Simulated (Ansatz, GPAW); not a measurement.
# Optical response of CrPbS3 (model structure)

Aim: the dielectric function of CrPbS3 (model structure), and the optical constants that follow from it. The structure is a model built here, which may or may not match a known phase. It was built so: All O replaced by S in the Pm-3m structure of CrPbO3. The cell is first relaxed with Ansatz.

Main program and level: GPAW 26.7.0; DFT, revPBE, plane-wave PAW (GPAW data sets), scalar-relativistic, RPA, optical limit.

### 1. The starting structure

It takes space group Pm-3m (No. 221, cubic). Conventional cell: a = 4.771 Å, b = 4.771 Å, c = 4.771 Å, α = 90.00°, β = 90.00°, γ = 90.00°. Nearest to Pb lie 12 S at 3.37 Å. Cr has 6 S at 2.39 Å nearest. Nearest to S lie 2 Cr at 2.39 Å. All O replaced by S in the Pm-3m structure of CrPbO3. Farther neighbours and most contacts between anions are not listed.

### 2. Relaxation

Spectra hang on bond lengths, so the cell is first brought to its minimum.

This step: DFT, revPBE, plane-wave PAW, default files, scalar-relativistic, relaxation (Ansatz 0.2.0).

Input file input.yaml:

```yaml
crystal:
  lattice:
    - [4.77102409, 0.0, 0.0]
    - [0.0, 4.77102409, 0.0]
    - [0.0, 0.0, 4.77102409]
  atoms:
    - { symbol: Pb, position: [0.5, 0.5, 0.5] }
    - { symbol: Cr, position: [0.0, 0.0, 0.0], spin: 3.0 }
    - { symbol: S, position: [0.5, 0.0, 0.0] }
    - { symbol: S, position: [0.0, 0.5, 0.0] }
    - { symbol: S, position: [0.0, 0.0, 0.5] }
magnetization:
  spin_polarized: true
kpoints:
  mp_grid: { grid: [5, 5, 5] }
scf:
  occupations: { method: fermi_dirac, width: 0.05 }
hamiltonian:
  xc: revpbe
output:
  forces: true
  stress: true
relax:
  f_tol: 0.02
  max_steps: 50
  cell: {}
```

Launch:

```console
> ansatz run input.yaml --threads 1 --pin off --max-ram 4096MiB --backend cpu --events-out ev --progress --plain --runs-dir out
```

Numbers of over 12 decimals in the logs are rounded to 6 here.

The program printed:

```text
Engine: ansatz 0.2.0, aarch64-unknown-linux-gnu
Pseudopotentials: kind: paw
Pseudopotential: Pb, paw, valence charge 14, recommended cutoff 420 eV (normal), Pb.paw.azcp
Pseudopotential: Cr, paw, valence charge 14, recommended cutoff 420 eV (normal), Cr.paw.azcp
Pseudopotential: S, paw, valence charge 6, recommended cutoff 420 eV (normal), S.paw.azcp
Functional definition: revPBE
  parameter kappa = 1.245
  parameter beta = 0.066725
  exchange = pbe_x(kappa = kappa, mu = beta*pi^2/3)
  correlation = pbe_c(beta = beta)
Crystal: 5 atoms, lattice volume = 108.601 Å³
Basis set: ecut = 420 eV, 2103 PW (Γ), exchange–correlation on 64×64×64 points (8 copies of the dense FFT grid, shifted against one another)
Bands: 30, of which v1, the nominal top of the filled ones, is band 23 counted from 1 (22 counted from 0)
Symmetry: 48 space group operations
Space group: Pm-3m (ITA 221), of the structure as read, at distance tolerance 4.8e-5 Å
Magnetic group: BNS 221.92 (UNI 1594), of the structure as read, at distance tolerance 4.8e-5 Å
k-points: 10 of 125
Non-local potential: Pb, projectors of the file, l = 0: 2, l = 1: 2, l = 2: 2, l = 3: 2
Non-local potential: Cr, projectors of the file, l = 0: 3, l = 1: 2, l = 2: 3, l = 3: 1
Non-local potential: S, projectors of the file, l = 0: 2, l = 1: 2, l = 2: 2
PAW form: soft (Blöchl's): semilocal exchange-correlation on the pseudo side does not see the compensation charge
PAW frozen core: Pb, regenerated for the run's functional, and the local potential with it (the file was generated under x = pbe(κ = 0.804, μ = 0.219515), c = pbe(β = 0.066725))
PAW frozen core: Cr, regenerated for the run's functional, and the local potential with it (the file was generated under x = pbe(κ = 0.804, μ = 0.219515), c = pbe(β = 0.066725))
PAW frozen core: S, regenerated for the run's functional, and the local potential with it (the file was generated under x = pbe(κ = 0.804, μ = 0.219515), c = pbe(β = 0.066725))
PAW one-centre angular grid: Pb, 590 points (default); XC on 64 Gauss nodes
PAW one-centre angular grid: Cr, 590 points (default); XC on 64 Gauss nodes
PAW one-centre angular grid: S, 110 points (default); XC on 64 Gauss nodes
Initial density: superposition of atomic densities (chi_scale 0.1, normalization cell, long waves kept (reshape's long-wave potential 0.02 eV rms))
Starting moments: Σ|m| = 3 μB on 1 of 5 sites
Initial wavefunctions: pseudopotential atomic-orbital guess
Functional: x = revpbe(κ = 1.245, μ = 0.219515), c = pbe(β = 0.066725)
SCF iter   1: F=—  HF=-18014.929820 eV  |F-HF|=—  |Δ(HF+E_count)|=         —  Δρ=2.68e-2 (↑2.32e-2 ↓2.68e-2)  dr2=5.65e0  dr2_m=4.99e-2  M=2.477 μB ∫|m|=2.815 μB  β_m=0.30  ethr=3.10e-3  ⟨swp⟩=7.0  Hψ=2669  notcnv=0
Mixer restart at iter 1: flushing history
preconditioner: auto → Kerker (q_TF=auto, 2.364 Å⁻¹)  [metal: Δε(μ)=0.004 eV  Ē_g=9.951 eV  σ=0.050 eV  W_gap=0.02  n_scr=26 (ndim 8)  ℏωp=22.0 eV  f_vac=0.000  D(μ)=9.52/eV (n_scr^D=122)]
spin=Collinear: Kerker preconditioning applied to the charge; magnetization (m = ρ↑ − ρ↓) channel mixes plain (no charge-response kernel on spin).
SCF iter   2: F=—  HF=-18014.222771 eV  |F-HF|=—  |Δ(HF+E_count)|=   7.07e-1  Δρ=1.88e-2 (↑1.51e-2 ↓1.88e-2)  dr2=3.24e0  dr2_m=5.62e-2  M=2.613 μB ∫|m|=2.923 μB  β_m=0.54  ethr=3.10e-3  ⟨swp⟩=2.6  Hψ=997  notcnv=0  defer=24
SCF iter   3: F=—  HF=-18013.324440 eV  |F-HF|=—  |Δ(HF+E_count)|=   8.98e-1  Δρ=9.19e-3 (↑8.98e-3 ↓9.19e-3)  dr2=9.11e-1  dr2_m=9.61e-3  M=2.654 μB ∫|m|=2.994 μB  β_m=0.60  ethr=3.10e-3  ⟨swp⟩=3.0  Hψ=984  notcnv=0  defer=24
SCF iter   4: F=—  HF=-18013.035172 eV  |F-HF|=—  |Δ(HF+E_count)|=   2.89e-1  Δρ=3.25e-3 (↑3.21e-3 ↓3.25e-3)  dr2=7.60e-2  dr2_m=8.95e-4  M=2.764 μB ∫|m|=3.104 μB  β_m=0.77  ethr=1.98e-3  ⟨swp⟩=3.9  Hψ=1224  notcnv=0  defer=18
SCF iter   5: F=—  HF=-18013.022857 eV  |F-HF|=—  |Δ(HF+E_count)|=         —  Δρ=4.41e-3 (↑4.41e-3 ↓8.60e-4)  dr2=2.62e-2  dr2_m=4.86e-3  M=2.714 μB ∫|m|=3.032 μB  β_m=0.77  ethr=1.65e-4  ⟨swp⟩=3.2  Hψ=1158  notcnv=0  defer=21
Mixer restart at iter 5: flushing history
SCF iter   6: F=—  HF=-18013.029563 eV  |F-HF|=—  |Δ(HF+E_count)|=   6.71e-3  Δρ=3.68e-3 (↑3.68e-3 ↓7.53e-4)  dr2=1.38e-2  dr2_m=3.22e-3  M=2.775 μB ∫|m|=3.092 μB  β_m=0.60  ethr=5.70e-5  ⟨swp⟩=2.2  Hψ=1182  notcnv=0  defer=21
SCF iter   7: F=—  HF=-18013.027009 eV  |F-HF|=—  |Δ(HF+E_count)|=   2.55e-3  Δρ=7.96e-4 (↑7.96e-4 ↓3.36e-4)  dr2=1.61e-3  dr2_m=1.24e-4  M=2.740 μB ∫|m|=3.054 μB  β_m=0.77  ethr=2.99e-5  ⟨swp⟩=2.0  Hψ=1164  notcnv=0  defer=21
SCF iter   8: F=—  HF=-18013.027289 eV  |F-HF|=—  |Δ(HF+E_count)|=   2.80e-4  Δρ=6.01e-4 (↑6.01e-4 ↓1.46e-4)  dr2=5.36e-4  dr2_m=8.54e-5  M=2.755 μB ∫|m|=3.065 μB  β_m=0.88  ethr=3.50e-6  ⟨swp⟩=2.0  Hψ=839  notcnv=0  defer=21
SCF iter   9: F=—  HF=-18013.027320 eV  |F-HF|=—  |Δ(HF+E_count)|=   3.01e-5  Δρ=1.99e-4 (↑1.99e-4 ↓6.71e-5)  dr2=7.41e-5  dr2_m=9.08e-6  M=2.754 μB ∫|m|=3.062 μB  β_m=0.90  ethr=1.17e-6  ⟨swp⟩=1.5  Hψ=672  notcnv=0  defer=21
SCF iter  10: F=—  HF=-18013.028105 eV  |F-HF|=—  |Δ(HF+E_count)|=   7.86e-4  Δρ=2.92e-5 (↑2.92e-5 ↓2.05e-5)  dr2=1.72e-6  dr2_m=4.18e-7  M=2.755 μB ∫|m|=3.061 μB  β_m=0.95  ethr=1.61e-7  ⟨swp⟩=2.3  Hψ=898  notcnv=0  defer=21
SCF iter  11: F=—  HF=-18013.028106 eV  |F-HF|=—  |Δ(HF+E_count)|=   5.93e-7  Δρ=1.61e-5 (↑1.61e-5 ↓1.40e-5)  dr2=3.02e-7  dr2_m=1.66e-7  M=2.756 μB ∫|m|=3.061 μB  β_m=0.98  ethr=3.74e-9  ⟨swp⟩=2.0  Hψ=888  notcnv=0  defer=21
SCF iter  12: F=—  HF=-18013.028106 eV  |F-HF|=—  |Δ(HF+E_count)|=   4.05e-7  Δρ=9.89e-6 (↑9.07e-6 ↓9.89e-6)  dr2=9.75e-9  dr2_m=8.73e-8  M=2.757 μB ∫|m|=3.061 μB  β_m=0.99  ethr=6.56e-10  ⟨swp⟩=2.0  Hψ=891  notcnv=0  defer=21
SCF iter  13: F=—  HF=-18013.028107 eV  |F-HF|=—  |Δ(HF+E_count)|=   5.18e-7  Δρ=4.79e-6 (↑4.79e-6 ↓4.62e-6)  dr2=7.10e-9  dr2_m=1.95e-8  M=2.759 μB ∫|m|=3.061 μB  β_m=0.99  ethr=2.12e-11  ⟨swp⟩=3.0  Hψ=1370  notcnv=0  defer=21
SCF iter  14: F=-18013.028107 eV  HF=-18013.028107 eV  |F-HF|=4.40e-8  |Δ(HF+E_count)|=   1.41e-7  Δρ=4.89e-6 (↑4.89e-6 ↓2.08e-6)  dr2=5.69e-8  dr2_m=4.37e-9  M=2.761 μB ∫|m|=3.062 μB  ethr=1.54e-11  ⟨swp⟩=1.0  Hψ=2036  notcnv=0
SCF 1 converged in 14 iterations: F = -18013.028107 eV  dr2 = 5.69e-8
  greatest PAW one-centre occupation: 1.000 electrons in one spin orbital (limit 2), on the Cr atom at site 1 (counted from 0), in its partial waves of l = 0
[...]
SCF iter   4: F=—  HF=-18013.045102 eV  |F-HF|=—  |Δ(HF+E_count)|=   8.79e-5  Δρ=8.67e-5 (↑8.67e-5 ↓6.46e-5)  dr2=3.78e-5  dr2_m=1.36e-6  M=2.792 μB ∫|m|=3.022 μB  β_m=0.65  ethr=3.33e-8  ⟨swp⟩=2.0  Hψ=1040  notcnv=0
SCF iter   5: F=—  HF=-18013.045148 eV  |F-HF|=—  |Δ(HF+E_count)|=   4.60e-5  Δρ=5.49e-5 (↑5.49e-5 ↓5.28e-5)  dr2=1.04e-5  dr2_m=1.95e-6  M=2.796 μB ∫|m|=3.024 μB  β_m=0.82  ethr=3.33e-8  ⟨swp⟩=2.0  Hψ=1070  notcnv=0
SCF iter   6: F=—  HF=-18013.045147 eV  |F-HF|=—  |Δ(HF+E_count)|=   1.49e-6  Δρ=3.09e-5 (↑3.09e-5 ↓2.29e-5)  dr2=8.15e-7  dr2_m=6.34e-7  M=2.798 μB ∫|m|=3.025 μB  β_m=0.91  ethr=2.27e-8  ⟨swp⟩=2.0  Hψ=839  notcnv=0
SCF iter   7: F=—  HF=-18013.045147 eV  |F-HF|=—  |Δ(HF+E_count)|=   6.01e-7  Δρ=2.46e-5 (↑2.46e-5 ↓1.05e-5)  dr2=5.68e-7  dr2_m=2.50e-7  M=2.800 μB ∫|m|=3.026 μB  β_m=0.96  ethr=1.77e-9  ⟨swp⟩=2.0  Hψ=892  notcnv=0
SCF iter   8: F=—  HF=-18013.045148 eV  |F-HF|=—  |Δ(HF+E_count)|=   1.15e-6  Δρ=1.48e-5 (↑1.48e-5 ↓5.14e-6)  dr2=3.09e-7  dr2_m=7.16e-8  M=2.803 μB ∫|m|=3.027 μB  β_m=0.98  ethr=1.23e-9  ⟨swp⟩=2.0  Hψ=892  notcnv=0
SCF iter   9: F=—  HF=-18013.045149 eV  |F-HF|=—  |Δ(HF+E_count)|=   2.46e-7  Δρ=4.69e-6 (↑4.69e-6 ↓2.88e-6)  dr2=5.95e-8  dr2_m=5.32e-9  M=2.804 μB ∫|m|=3.027 μB  β_m=0.99  ethr=6.72e-10  ⟨swp⟩=2.2  Hψ=1080  notcnv=0
SCF iter  10: F=—  HF=-18013.045149 eV  |F-HF|=—  |Δ(HF+E_count)|=   9.92e-8  Δρ=1.71e-6 (↑1.71e-6 ↓9.00e-7)  dr2=8.48e-9  dr2_m=4.79e-10  M=2.805 μB ∫|m|=3.027 μB  β_m=0.99  ethr=1.29e-10  ⟨swp⟩=2.0  Hψ=1051  notcnv=0
SCF iter  11: F=-18013.045149 eV  HF=-18013.045149 eV  |F-HF|=1.20e-8  |Δ(HF+E_count)|=   1.08e-8  Δρ=2.36e-6 (↑2.36e-6 ↓6.13e-7)  dr2=1.29e-8  dr2_m=8.71e-10  M=2.805 μB ∫|m|=3.027 μB  ethr=1.84e-11  ⟨swp⟩=1.0  Hψ=1750  notcnv=0
SCF 3 converged in 11 iterations: F = -18013.045149 eV  dr2 = 1.29e-8
relax step   3: F+E_penalty+E_count = -18013.04514880 eV  Δ(F+E_penalty+E_count) = -1.029e-3 eV  max|allowed force component| = 3.412e-30 eV/Å  Δτ_max = 0.0000 Å  P = +0.021 GPa  Ω = 105.553 Å³  energy of the carried Pulay correction = +4.104e-4 eV  (11 SCF iters, dr2 threshold 4.49e-7 eV, accepted)
Initial wavefunctions: pseudopotential atomic-orbital guess (no wavefunctions were taken with the density)
iter 1 solved again at ethr=1.62e-7 eV; its pass at ethr=3.10e-3 eV (dr2=7.46e-5 eV) is discarded
SCF iter   1: F=—  HF=-18013.044736 eV  |F-HF|=—  |Δ(HF+E_count)|=         —  Δρ=1.82e-5 (↑1.80e-5 ↓1.82e-5)  dr2=4.33e-7  dr2_m=6.56e-8  M=2.805 μB ∫|m|=3.027 μB  β_m=0.65  ethr=1.62e-7  ⟨swp⟩=3.0  Hψ=4231  notcnv=0
preconditioner: auto → Kerker (q_TF=auto, 2.256 Å⁻¹)  [metal: Δε(μ)=0.030 eV  Ē_g=10.534 eV  σ=0.050 eV  W_gap=0.15  n_scr=18 (ndim 8)  ℏωp=22.3 eV  f_vac=0.000  D(μ)=7.04/eV (n_scr^D=80)]
spin=Collinear: Kerker preconditioning applied to the charge; magnetization (m = ρ↑ − ρ↓) channel mixes plain (no charge-response kernel on spin).
SCF iter   2: F=—  HF=-18013.044748 eV  |F-HF|=—  |Δ(HF+E_count)|=   1.20e-5  Δρ=7.26e-6 (↑5.69e-6 ↓7.26e-6)  dr2=3.66e-8  dr2_m=5.52e-9  M=2.805 μB ∫|m|=3.027 μB  β_m=0.55  ethr=9.42e-10  ⟨swp⟩=2.0  Hψ=962  notcnv=0
SCF iter   3: F=—  HF=-18013.044748 eV  |F-HF|=—  |Δ(HF+E_count)|=   6.31e-8  Δρ=2.73e-6 (↑2.73e-6 ↓2.55e-6)  dr2=6.28e-9  dr2_m=1.77e-9  M=2.805 μB ∫|m|=3.027 μB  β_m=0.72  ethr=7.96e-11  ⟨swp⟩=2.0  Hψ=1030  notcnv=0
SCF iter   4: F=—  HF=-18013.044748 eV  |F-HF|=—  |Δ(HF+E_count)|=   5.30e-8  Δρ=3.02e-6 (↑3.02e-6 ↓6.64e-7)  dr2=1.62e-8  dr2_m=1.78e-9  M=2.805 μB ∫|m|=3.027 μB  β_m=0.86  ethr=1.37e-11  ⟨swp⟩=2.0  Hψ=1055  notcnv=0
SCF iter   5: F=—  HF=-18013.044748 eV  |F-HF|=—  |Δ(HF+E_count)|=   2.90e-8  Δρ=7.37e-7 (↑7.37e-7 ↓6.97e-7)  dr2=4.90e-9  dr2_m=5.88e-11  M=2.805 μB ∫|m|=3.027 μB  β_m=0.93  ethr=1.37e-11  ⟨swp⟩=2.0  Hψ=1071  notcnv=0
SCF iter   6: F=—  HF=-18013.044748 eV  |F-HF|=—  |Δ(HF+E_count)|=  8.40e-10  Δρ=4.55e-7 (↑4.55e-7 ↓2.63e-7)  dr2=1.28e-9  dr2_m=1.46e-11  M=2.805 μB ∫|m|=3.027 μB  β_m=0.97  ethr=1.07e-11  ⟨swp⟩=2.3  Hψ=807  notcnv=0
SCF iter   7: F=—  HF=-18013.044748 eV  |F-HF|=—  |Δ(HF+E_count)|=  3.86e-10  Δρ=2.07e-7 (↑2.07e-7 ↓6.15e-8)  dr2=1.02e-10  dr2_m=7.91e-12  M=2.805 μB ∫|m|=3.027 μB  β_m=0.98  ethr=2.79e-12  ⟨swp⟩=2.0  Hψ=876  notcnv=0
SCF iter   8: F=—  HF=-18013.044748 eV  |F-HF|=—  |Δ(HF+E_count)|=  3.64e-11  Δρ=2.79e-8 (↑2.79e-8 ↓2.21e-8)  dr2=1.36e-12  dr2_m=4.06e-13  M=2.805 μB ∫|m|=3.027 μB  β_m=0.99  ethr=1.00e-12  ⟨swp⟩=2.0  Hψ=779  notcnv=0
SCF iter   9: F=-18013.044748 eV  HF=-18013.044748 eV  |F-HF|=7.28e-12  |Δ(HF+E_count)|=    0.00e0  Δρ=2.21e-8 (↑2.21e-8 ↓1.82e-8)  dr2=1.14e-12  dr2_m=2.22e-13  M=2.805 μB ∫|m|=3.027 μB  ethr=1.00e-12  ⟨swp⟩=2.0  Hψ=1596  notcnv=0
SCF 4 converged in 9 iterations: F = -18013.044748 eV  dr2 = 1.14e-12
relax step   4: F+E_penalty+E_count = -18013.04474770 eV  Δ(F+E_penalty+E_count) = +4.011e-4 eV  max|allowed force component| = 1.170e-29 eV/Å  Δτ_max = 0.0000 Å  P = +0.020 GPa  Ω = 105.553 Å³  stress off target by 2.00e-2 GPa  SCF on the basis re-selected at this cell (its energy is not comparable with the rows above)  (9 SCF iters)
basis re-selected at this cell: Δ(F+E_penalty+E_count) = +4.011e-4 eV, ΔP = -0.001 GPa vs the last step (what re-selecting the basis moved, of the pressure what is left beyond the Pulay correction that the steps carried, after the strain that the cell walked since its last selection, with what the two solves' SCF thresholds leave and, on support functions, any second-order correction that the steps lacked; it is no m [...]
SCF converged after 9 iterations
Magnetization: 2.8048 μB (24.4024 up, 21.5976 down)
Absolute magnetization: 3.0271 μB (∫|ρ↑−ρ↓|, with the PAW one-centre terms)
Spin contamination: 0.1418 ħ² per cell (⟨S²⟩ above its minimum at these occupations)
Per-site moments (μB) at R_I (Å): [(0.046673, 1.378478), (2.393769, 0.974731), (-0.00298345, 0.974731), (-0.00298345, 0.974731), (-0.00298345, 0.974731)]
Free energy (F): -18013.044748 eV
Harris-Foulkes:  -18013.044748 eV  (|F-HF|=7.28e-12)
Internal energy: -18012.989602 eV  (E = F + TS)
E sigma→0 (E₀):  -18013.017175 eV
Entropy (-TS):   -0.055146 eV (-11.029 meV/atom)
Fermi energy:    8.310760 eV
--- Per-component energies (eV) ---
  E_band       = -325.667627
  E_kinetic    = 944.146308
  E_local      = -3464.411359  (includes V_loc(G=0)·N_el)
  E_nonlocal   = 514.716684
  E_hartree    = 1416.494378
  E_xc         = -650.154384
  E_vxc        = -568.896433  (∫ρ·V_xc dr)
  E_paw        = -13420.928482  (= ΣΔE_a)
  E_vpaw       = -584.211938  (= ΣTr[D̂ρ^β])
  E_aug_tail   = 0.000411  (compensation charges beyond the density's cutoff)
  E_ewald      = -3352.789529
  E_core_change = -0.063630  (= ΣΔE_core)
  E_smearing   = -0.055146  (= −TS)
  E_closure    = 0.000000  (closes the sum)
  Σ components = -18013.044748   (vs F -18013.044748, Δ=0.00e0)
--- Forces (eV/Å), atoms counted from 1 ---
  atom   1  Pb     0.00000000     0.00000000    -0.00000000
  atom   2  Cr    -0.00000000     0.00000000    -0.00000000
  atom   3  S      0.00000000     0.00000000     0.00000000
  atom   4  S      0.00000000     0.00000000     0.00000000
  atom   5  S     -0.00000000    -0.00000000    -0.00000000
  max |Σ_I F_I| component: 1.51e-29 eV/Å
--- Stress (GPa, compression-positive) ---
        0.020008      -0.000000      -0.000000
       -0.000000       0.020008       0.000000
       -0.000000       0.000000       0.020008
  P = ⅓ Tr σ = 0.0200 GPa (0.200 kbar)
--- Relaxed structure (3 steps of the walk, 3 accepted, 1 SCFs on fresh bases) ---
  F+E_penalty+E_count = -18013.04474770 eV   max|allowed force component| = 1.170e-29 eV/Å   (the final SCF, on the basis selected at the relaxed cell)
  cell:  # Å, volume = 105.5534 Å³
    - [4.725968, 0, 0]
    - [0, 4.725968, 0]
    - [0, 0, 4.725968]
  atoms:
    - { symbol: Pb, position: [0.5, 0.5, 0.5] }
    - { symbol: Cr, position: [0, 0, 0] }
    - { symbol: S, position: [0.5, 0, 0] }
    - { symbol: S, position: [0, 0.5, 0] }
    - { symbol: S, position: [0, 0, 0.5] }
```

The job ended after 20 s (1 thread of Arm Neoverse V1, shared host; peak memory 0.4 GiB).

Relaxation path:

```csv
step,energy less that of the first step (eV),largest force component (eV/Å),pressure (GPa),volume (Å³)
1,0.0000,0.0000,-1.72,108.60
2,-0.0160,0.0000,-0.42,106.29
3,-0.0170,0.0000,0.02,105.55
4*,-0.0166,0.0000,0.02,105.55
```

Relaxation steps marked * repeat the geometry before them on a plane-wave basis chosen anew for their cell, so energy and pressure can jump there.

The run keeps the 48 symmetry operations that it works with, so distortions that break them were not tested.

```csv
"conventional cell, symmetrised",before,after,change
a (Å),4.771,4.726,-0.9 %
b (Å),4.771,4.726,-0.9 %
c (Å),4.771,4.726,-0.9 %
volume (Å³/atom),21.72,21.11,-2.8 %
```

The relaxed structure:

```xyz
5
Lattice="4.7260 0.0000 0.0000 0.0000 4.7260 0.0000 0.0000 0.0000 4.7260" Properties=species:S:1:pos:R:3 pbc="T T T"
Pb    2.3630    2.3630    2.3630
Cr    0.0000    0.0000    0.0000
S     2.3630    0.0000    0.0000
S     0.0000    2.3630    0.0000
S     0.0000    0.0000    2.3630
```

The relaxation ends with a pressure of 0.02 GPa.

(Continued in part 2 of 3.)

[Machine, clock and banner lines and Python warnings are left out of the logs.]

[Logs are printed without paths, hosts, clocks, repeated set-up lines and the standing remarks that a program may print on its own settings, such as how far it seeks lower states.]

[Hosts, paths, dates, database ids (printed as entryN), source tags and the programs' standing remarks are cut or masked in the printed files.]
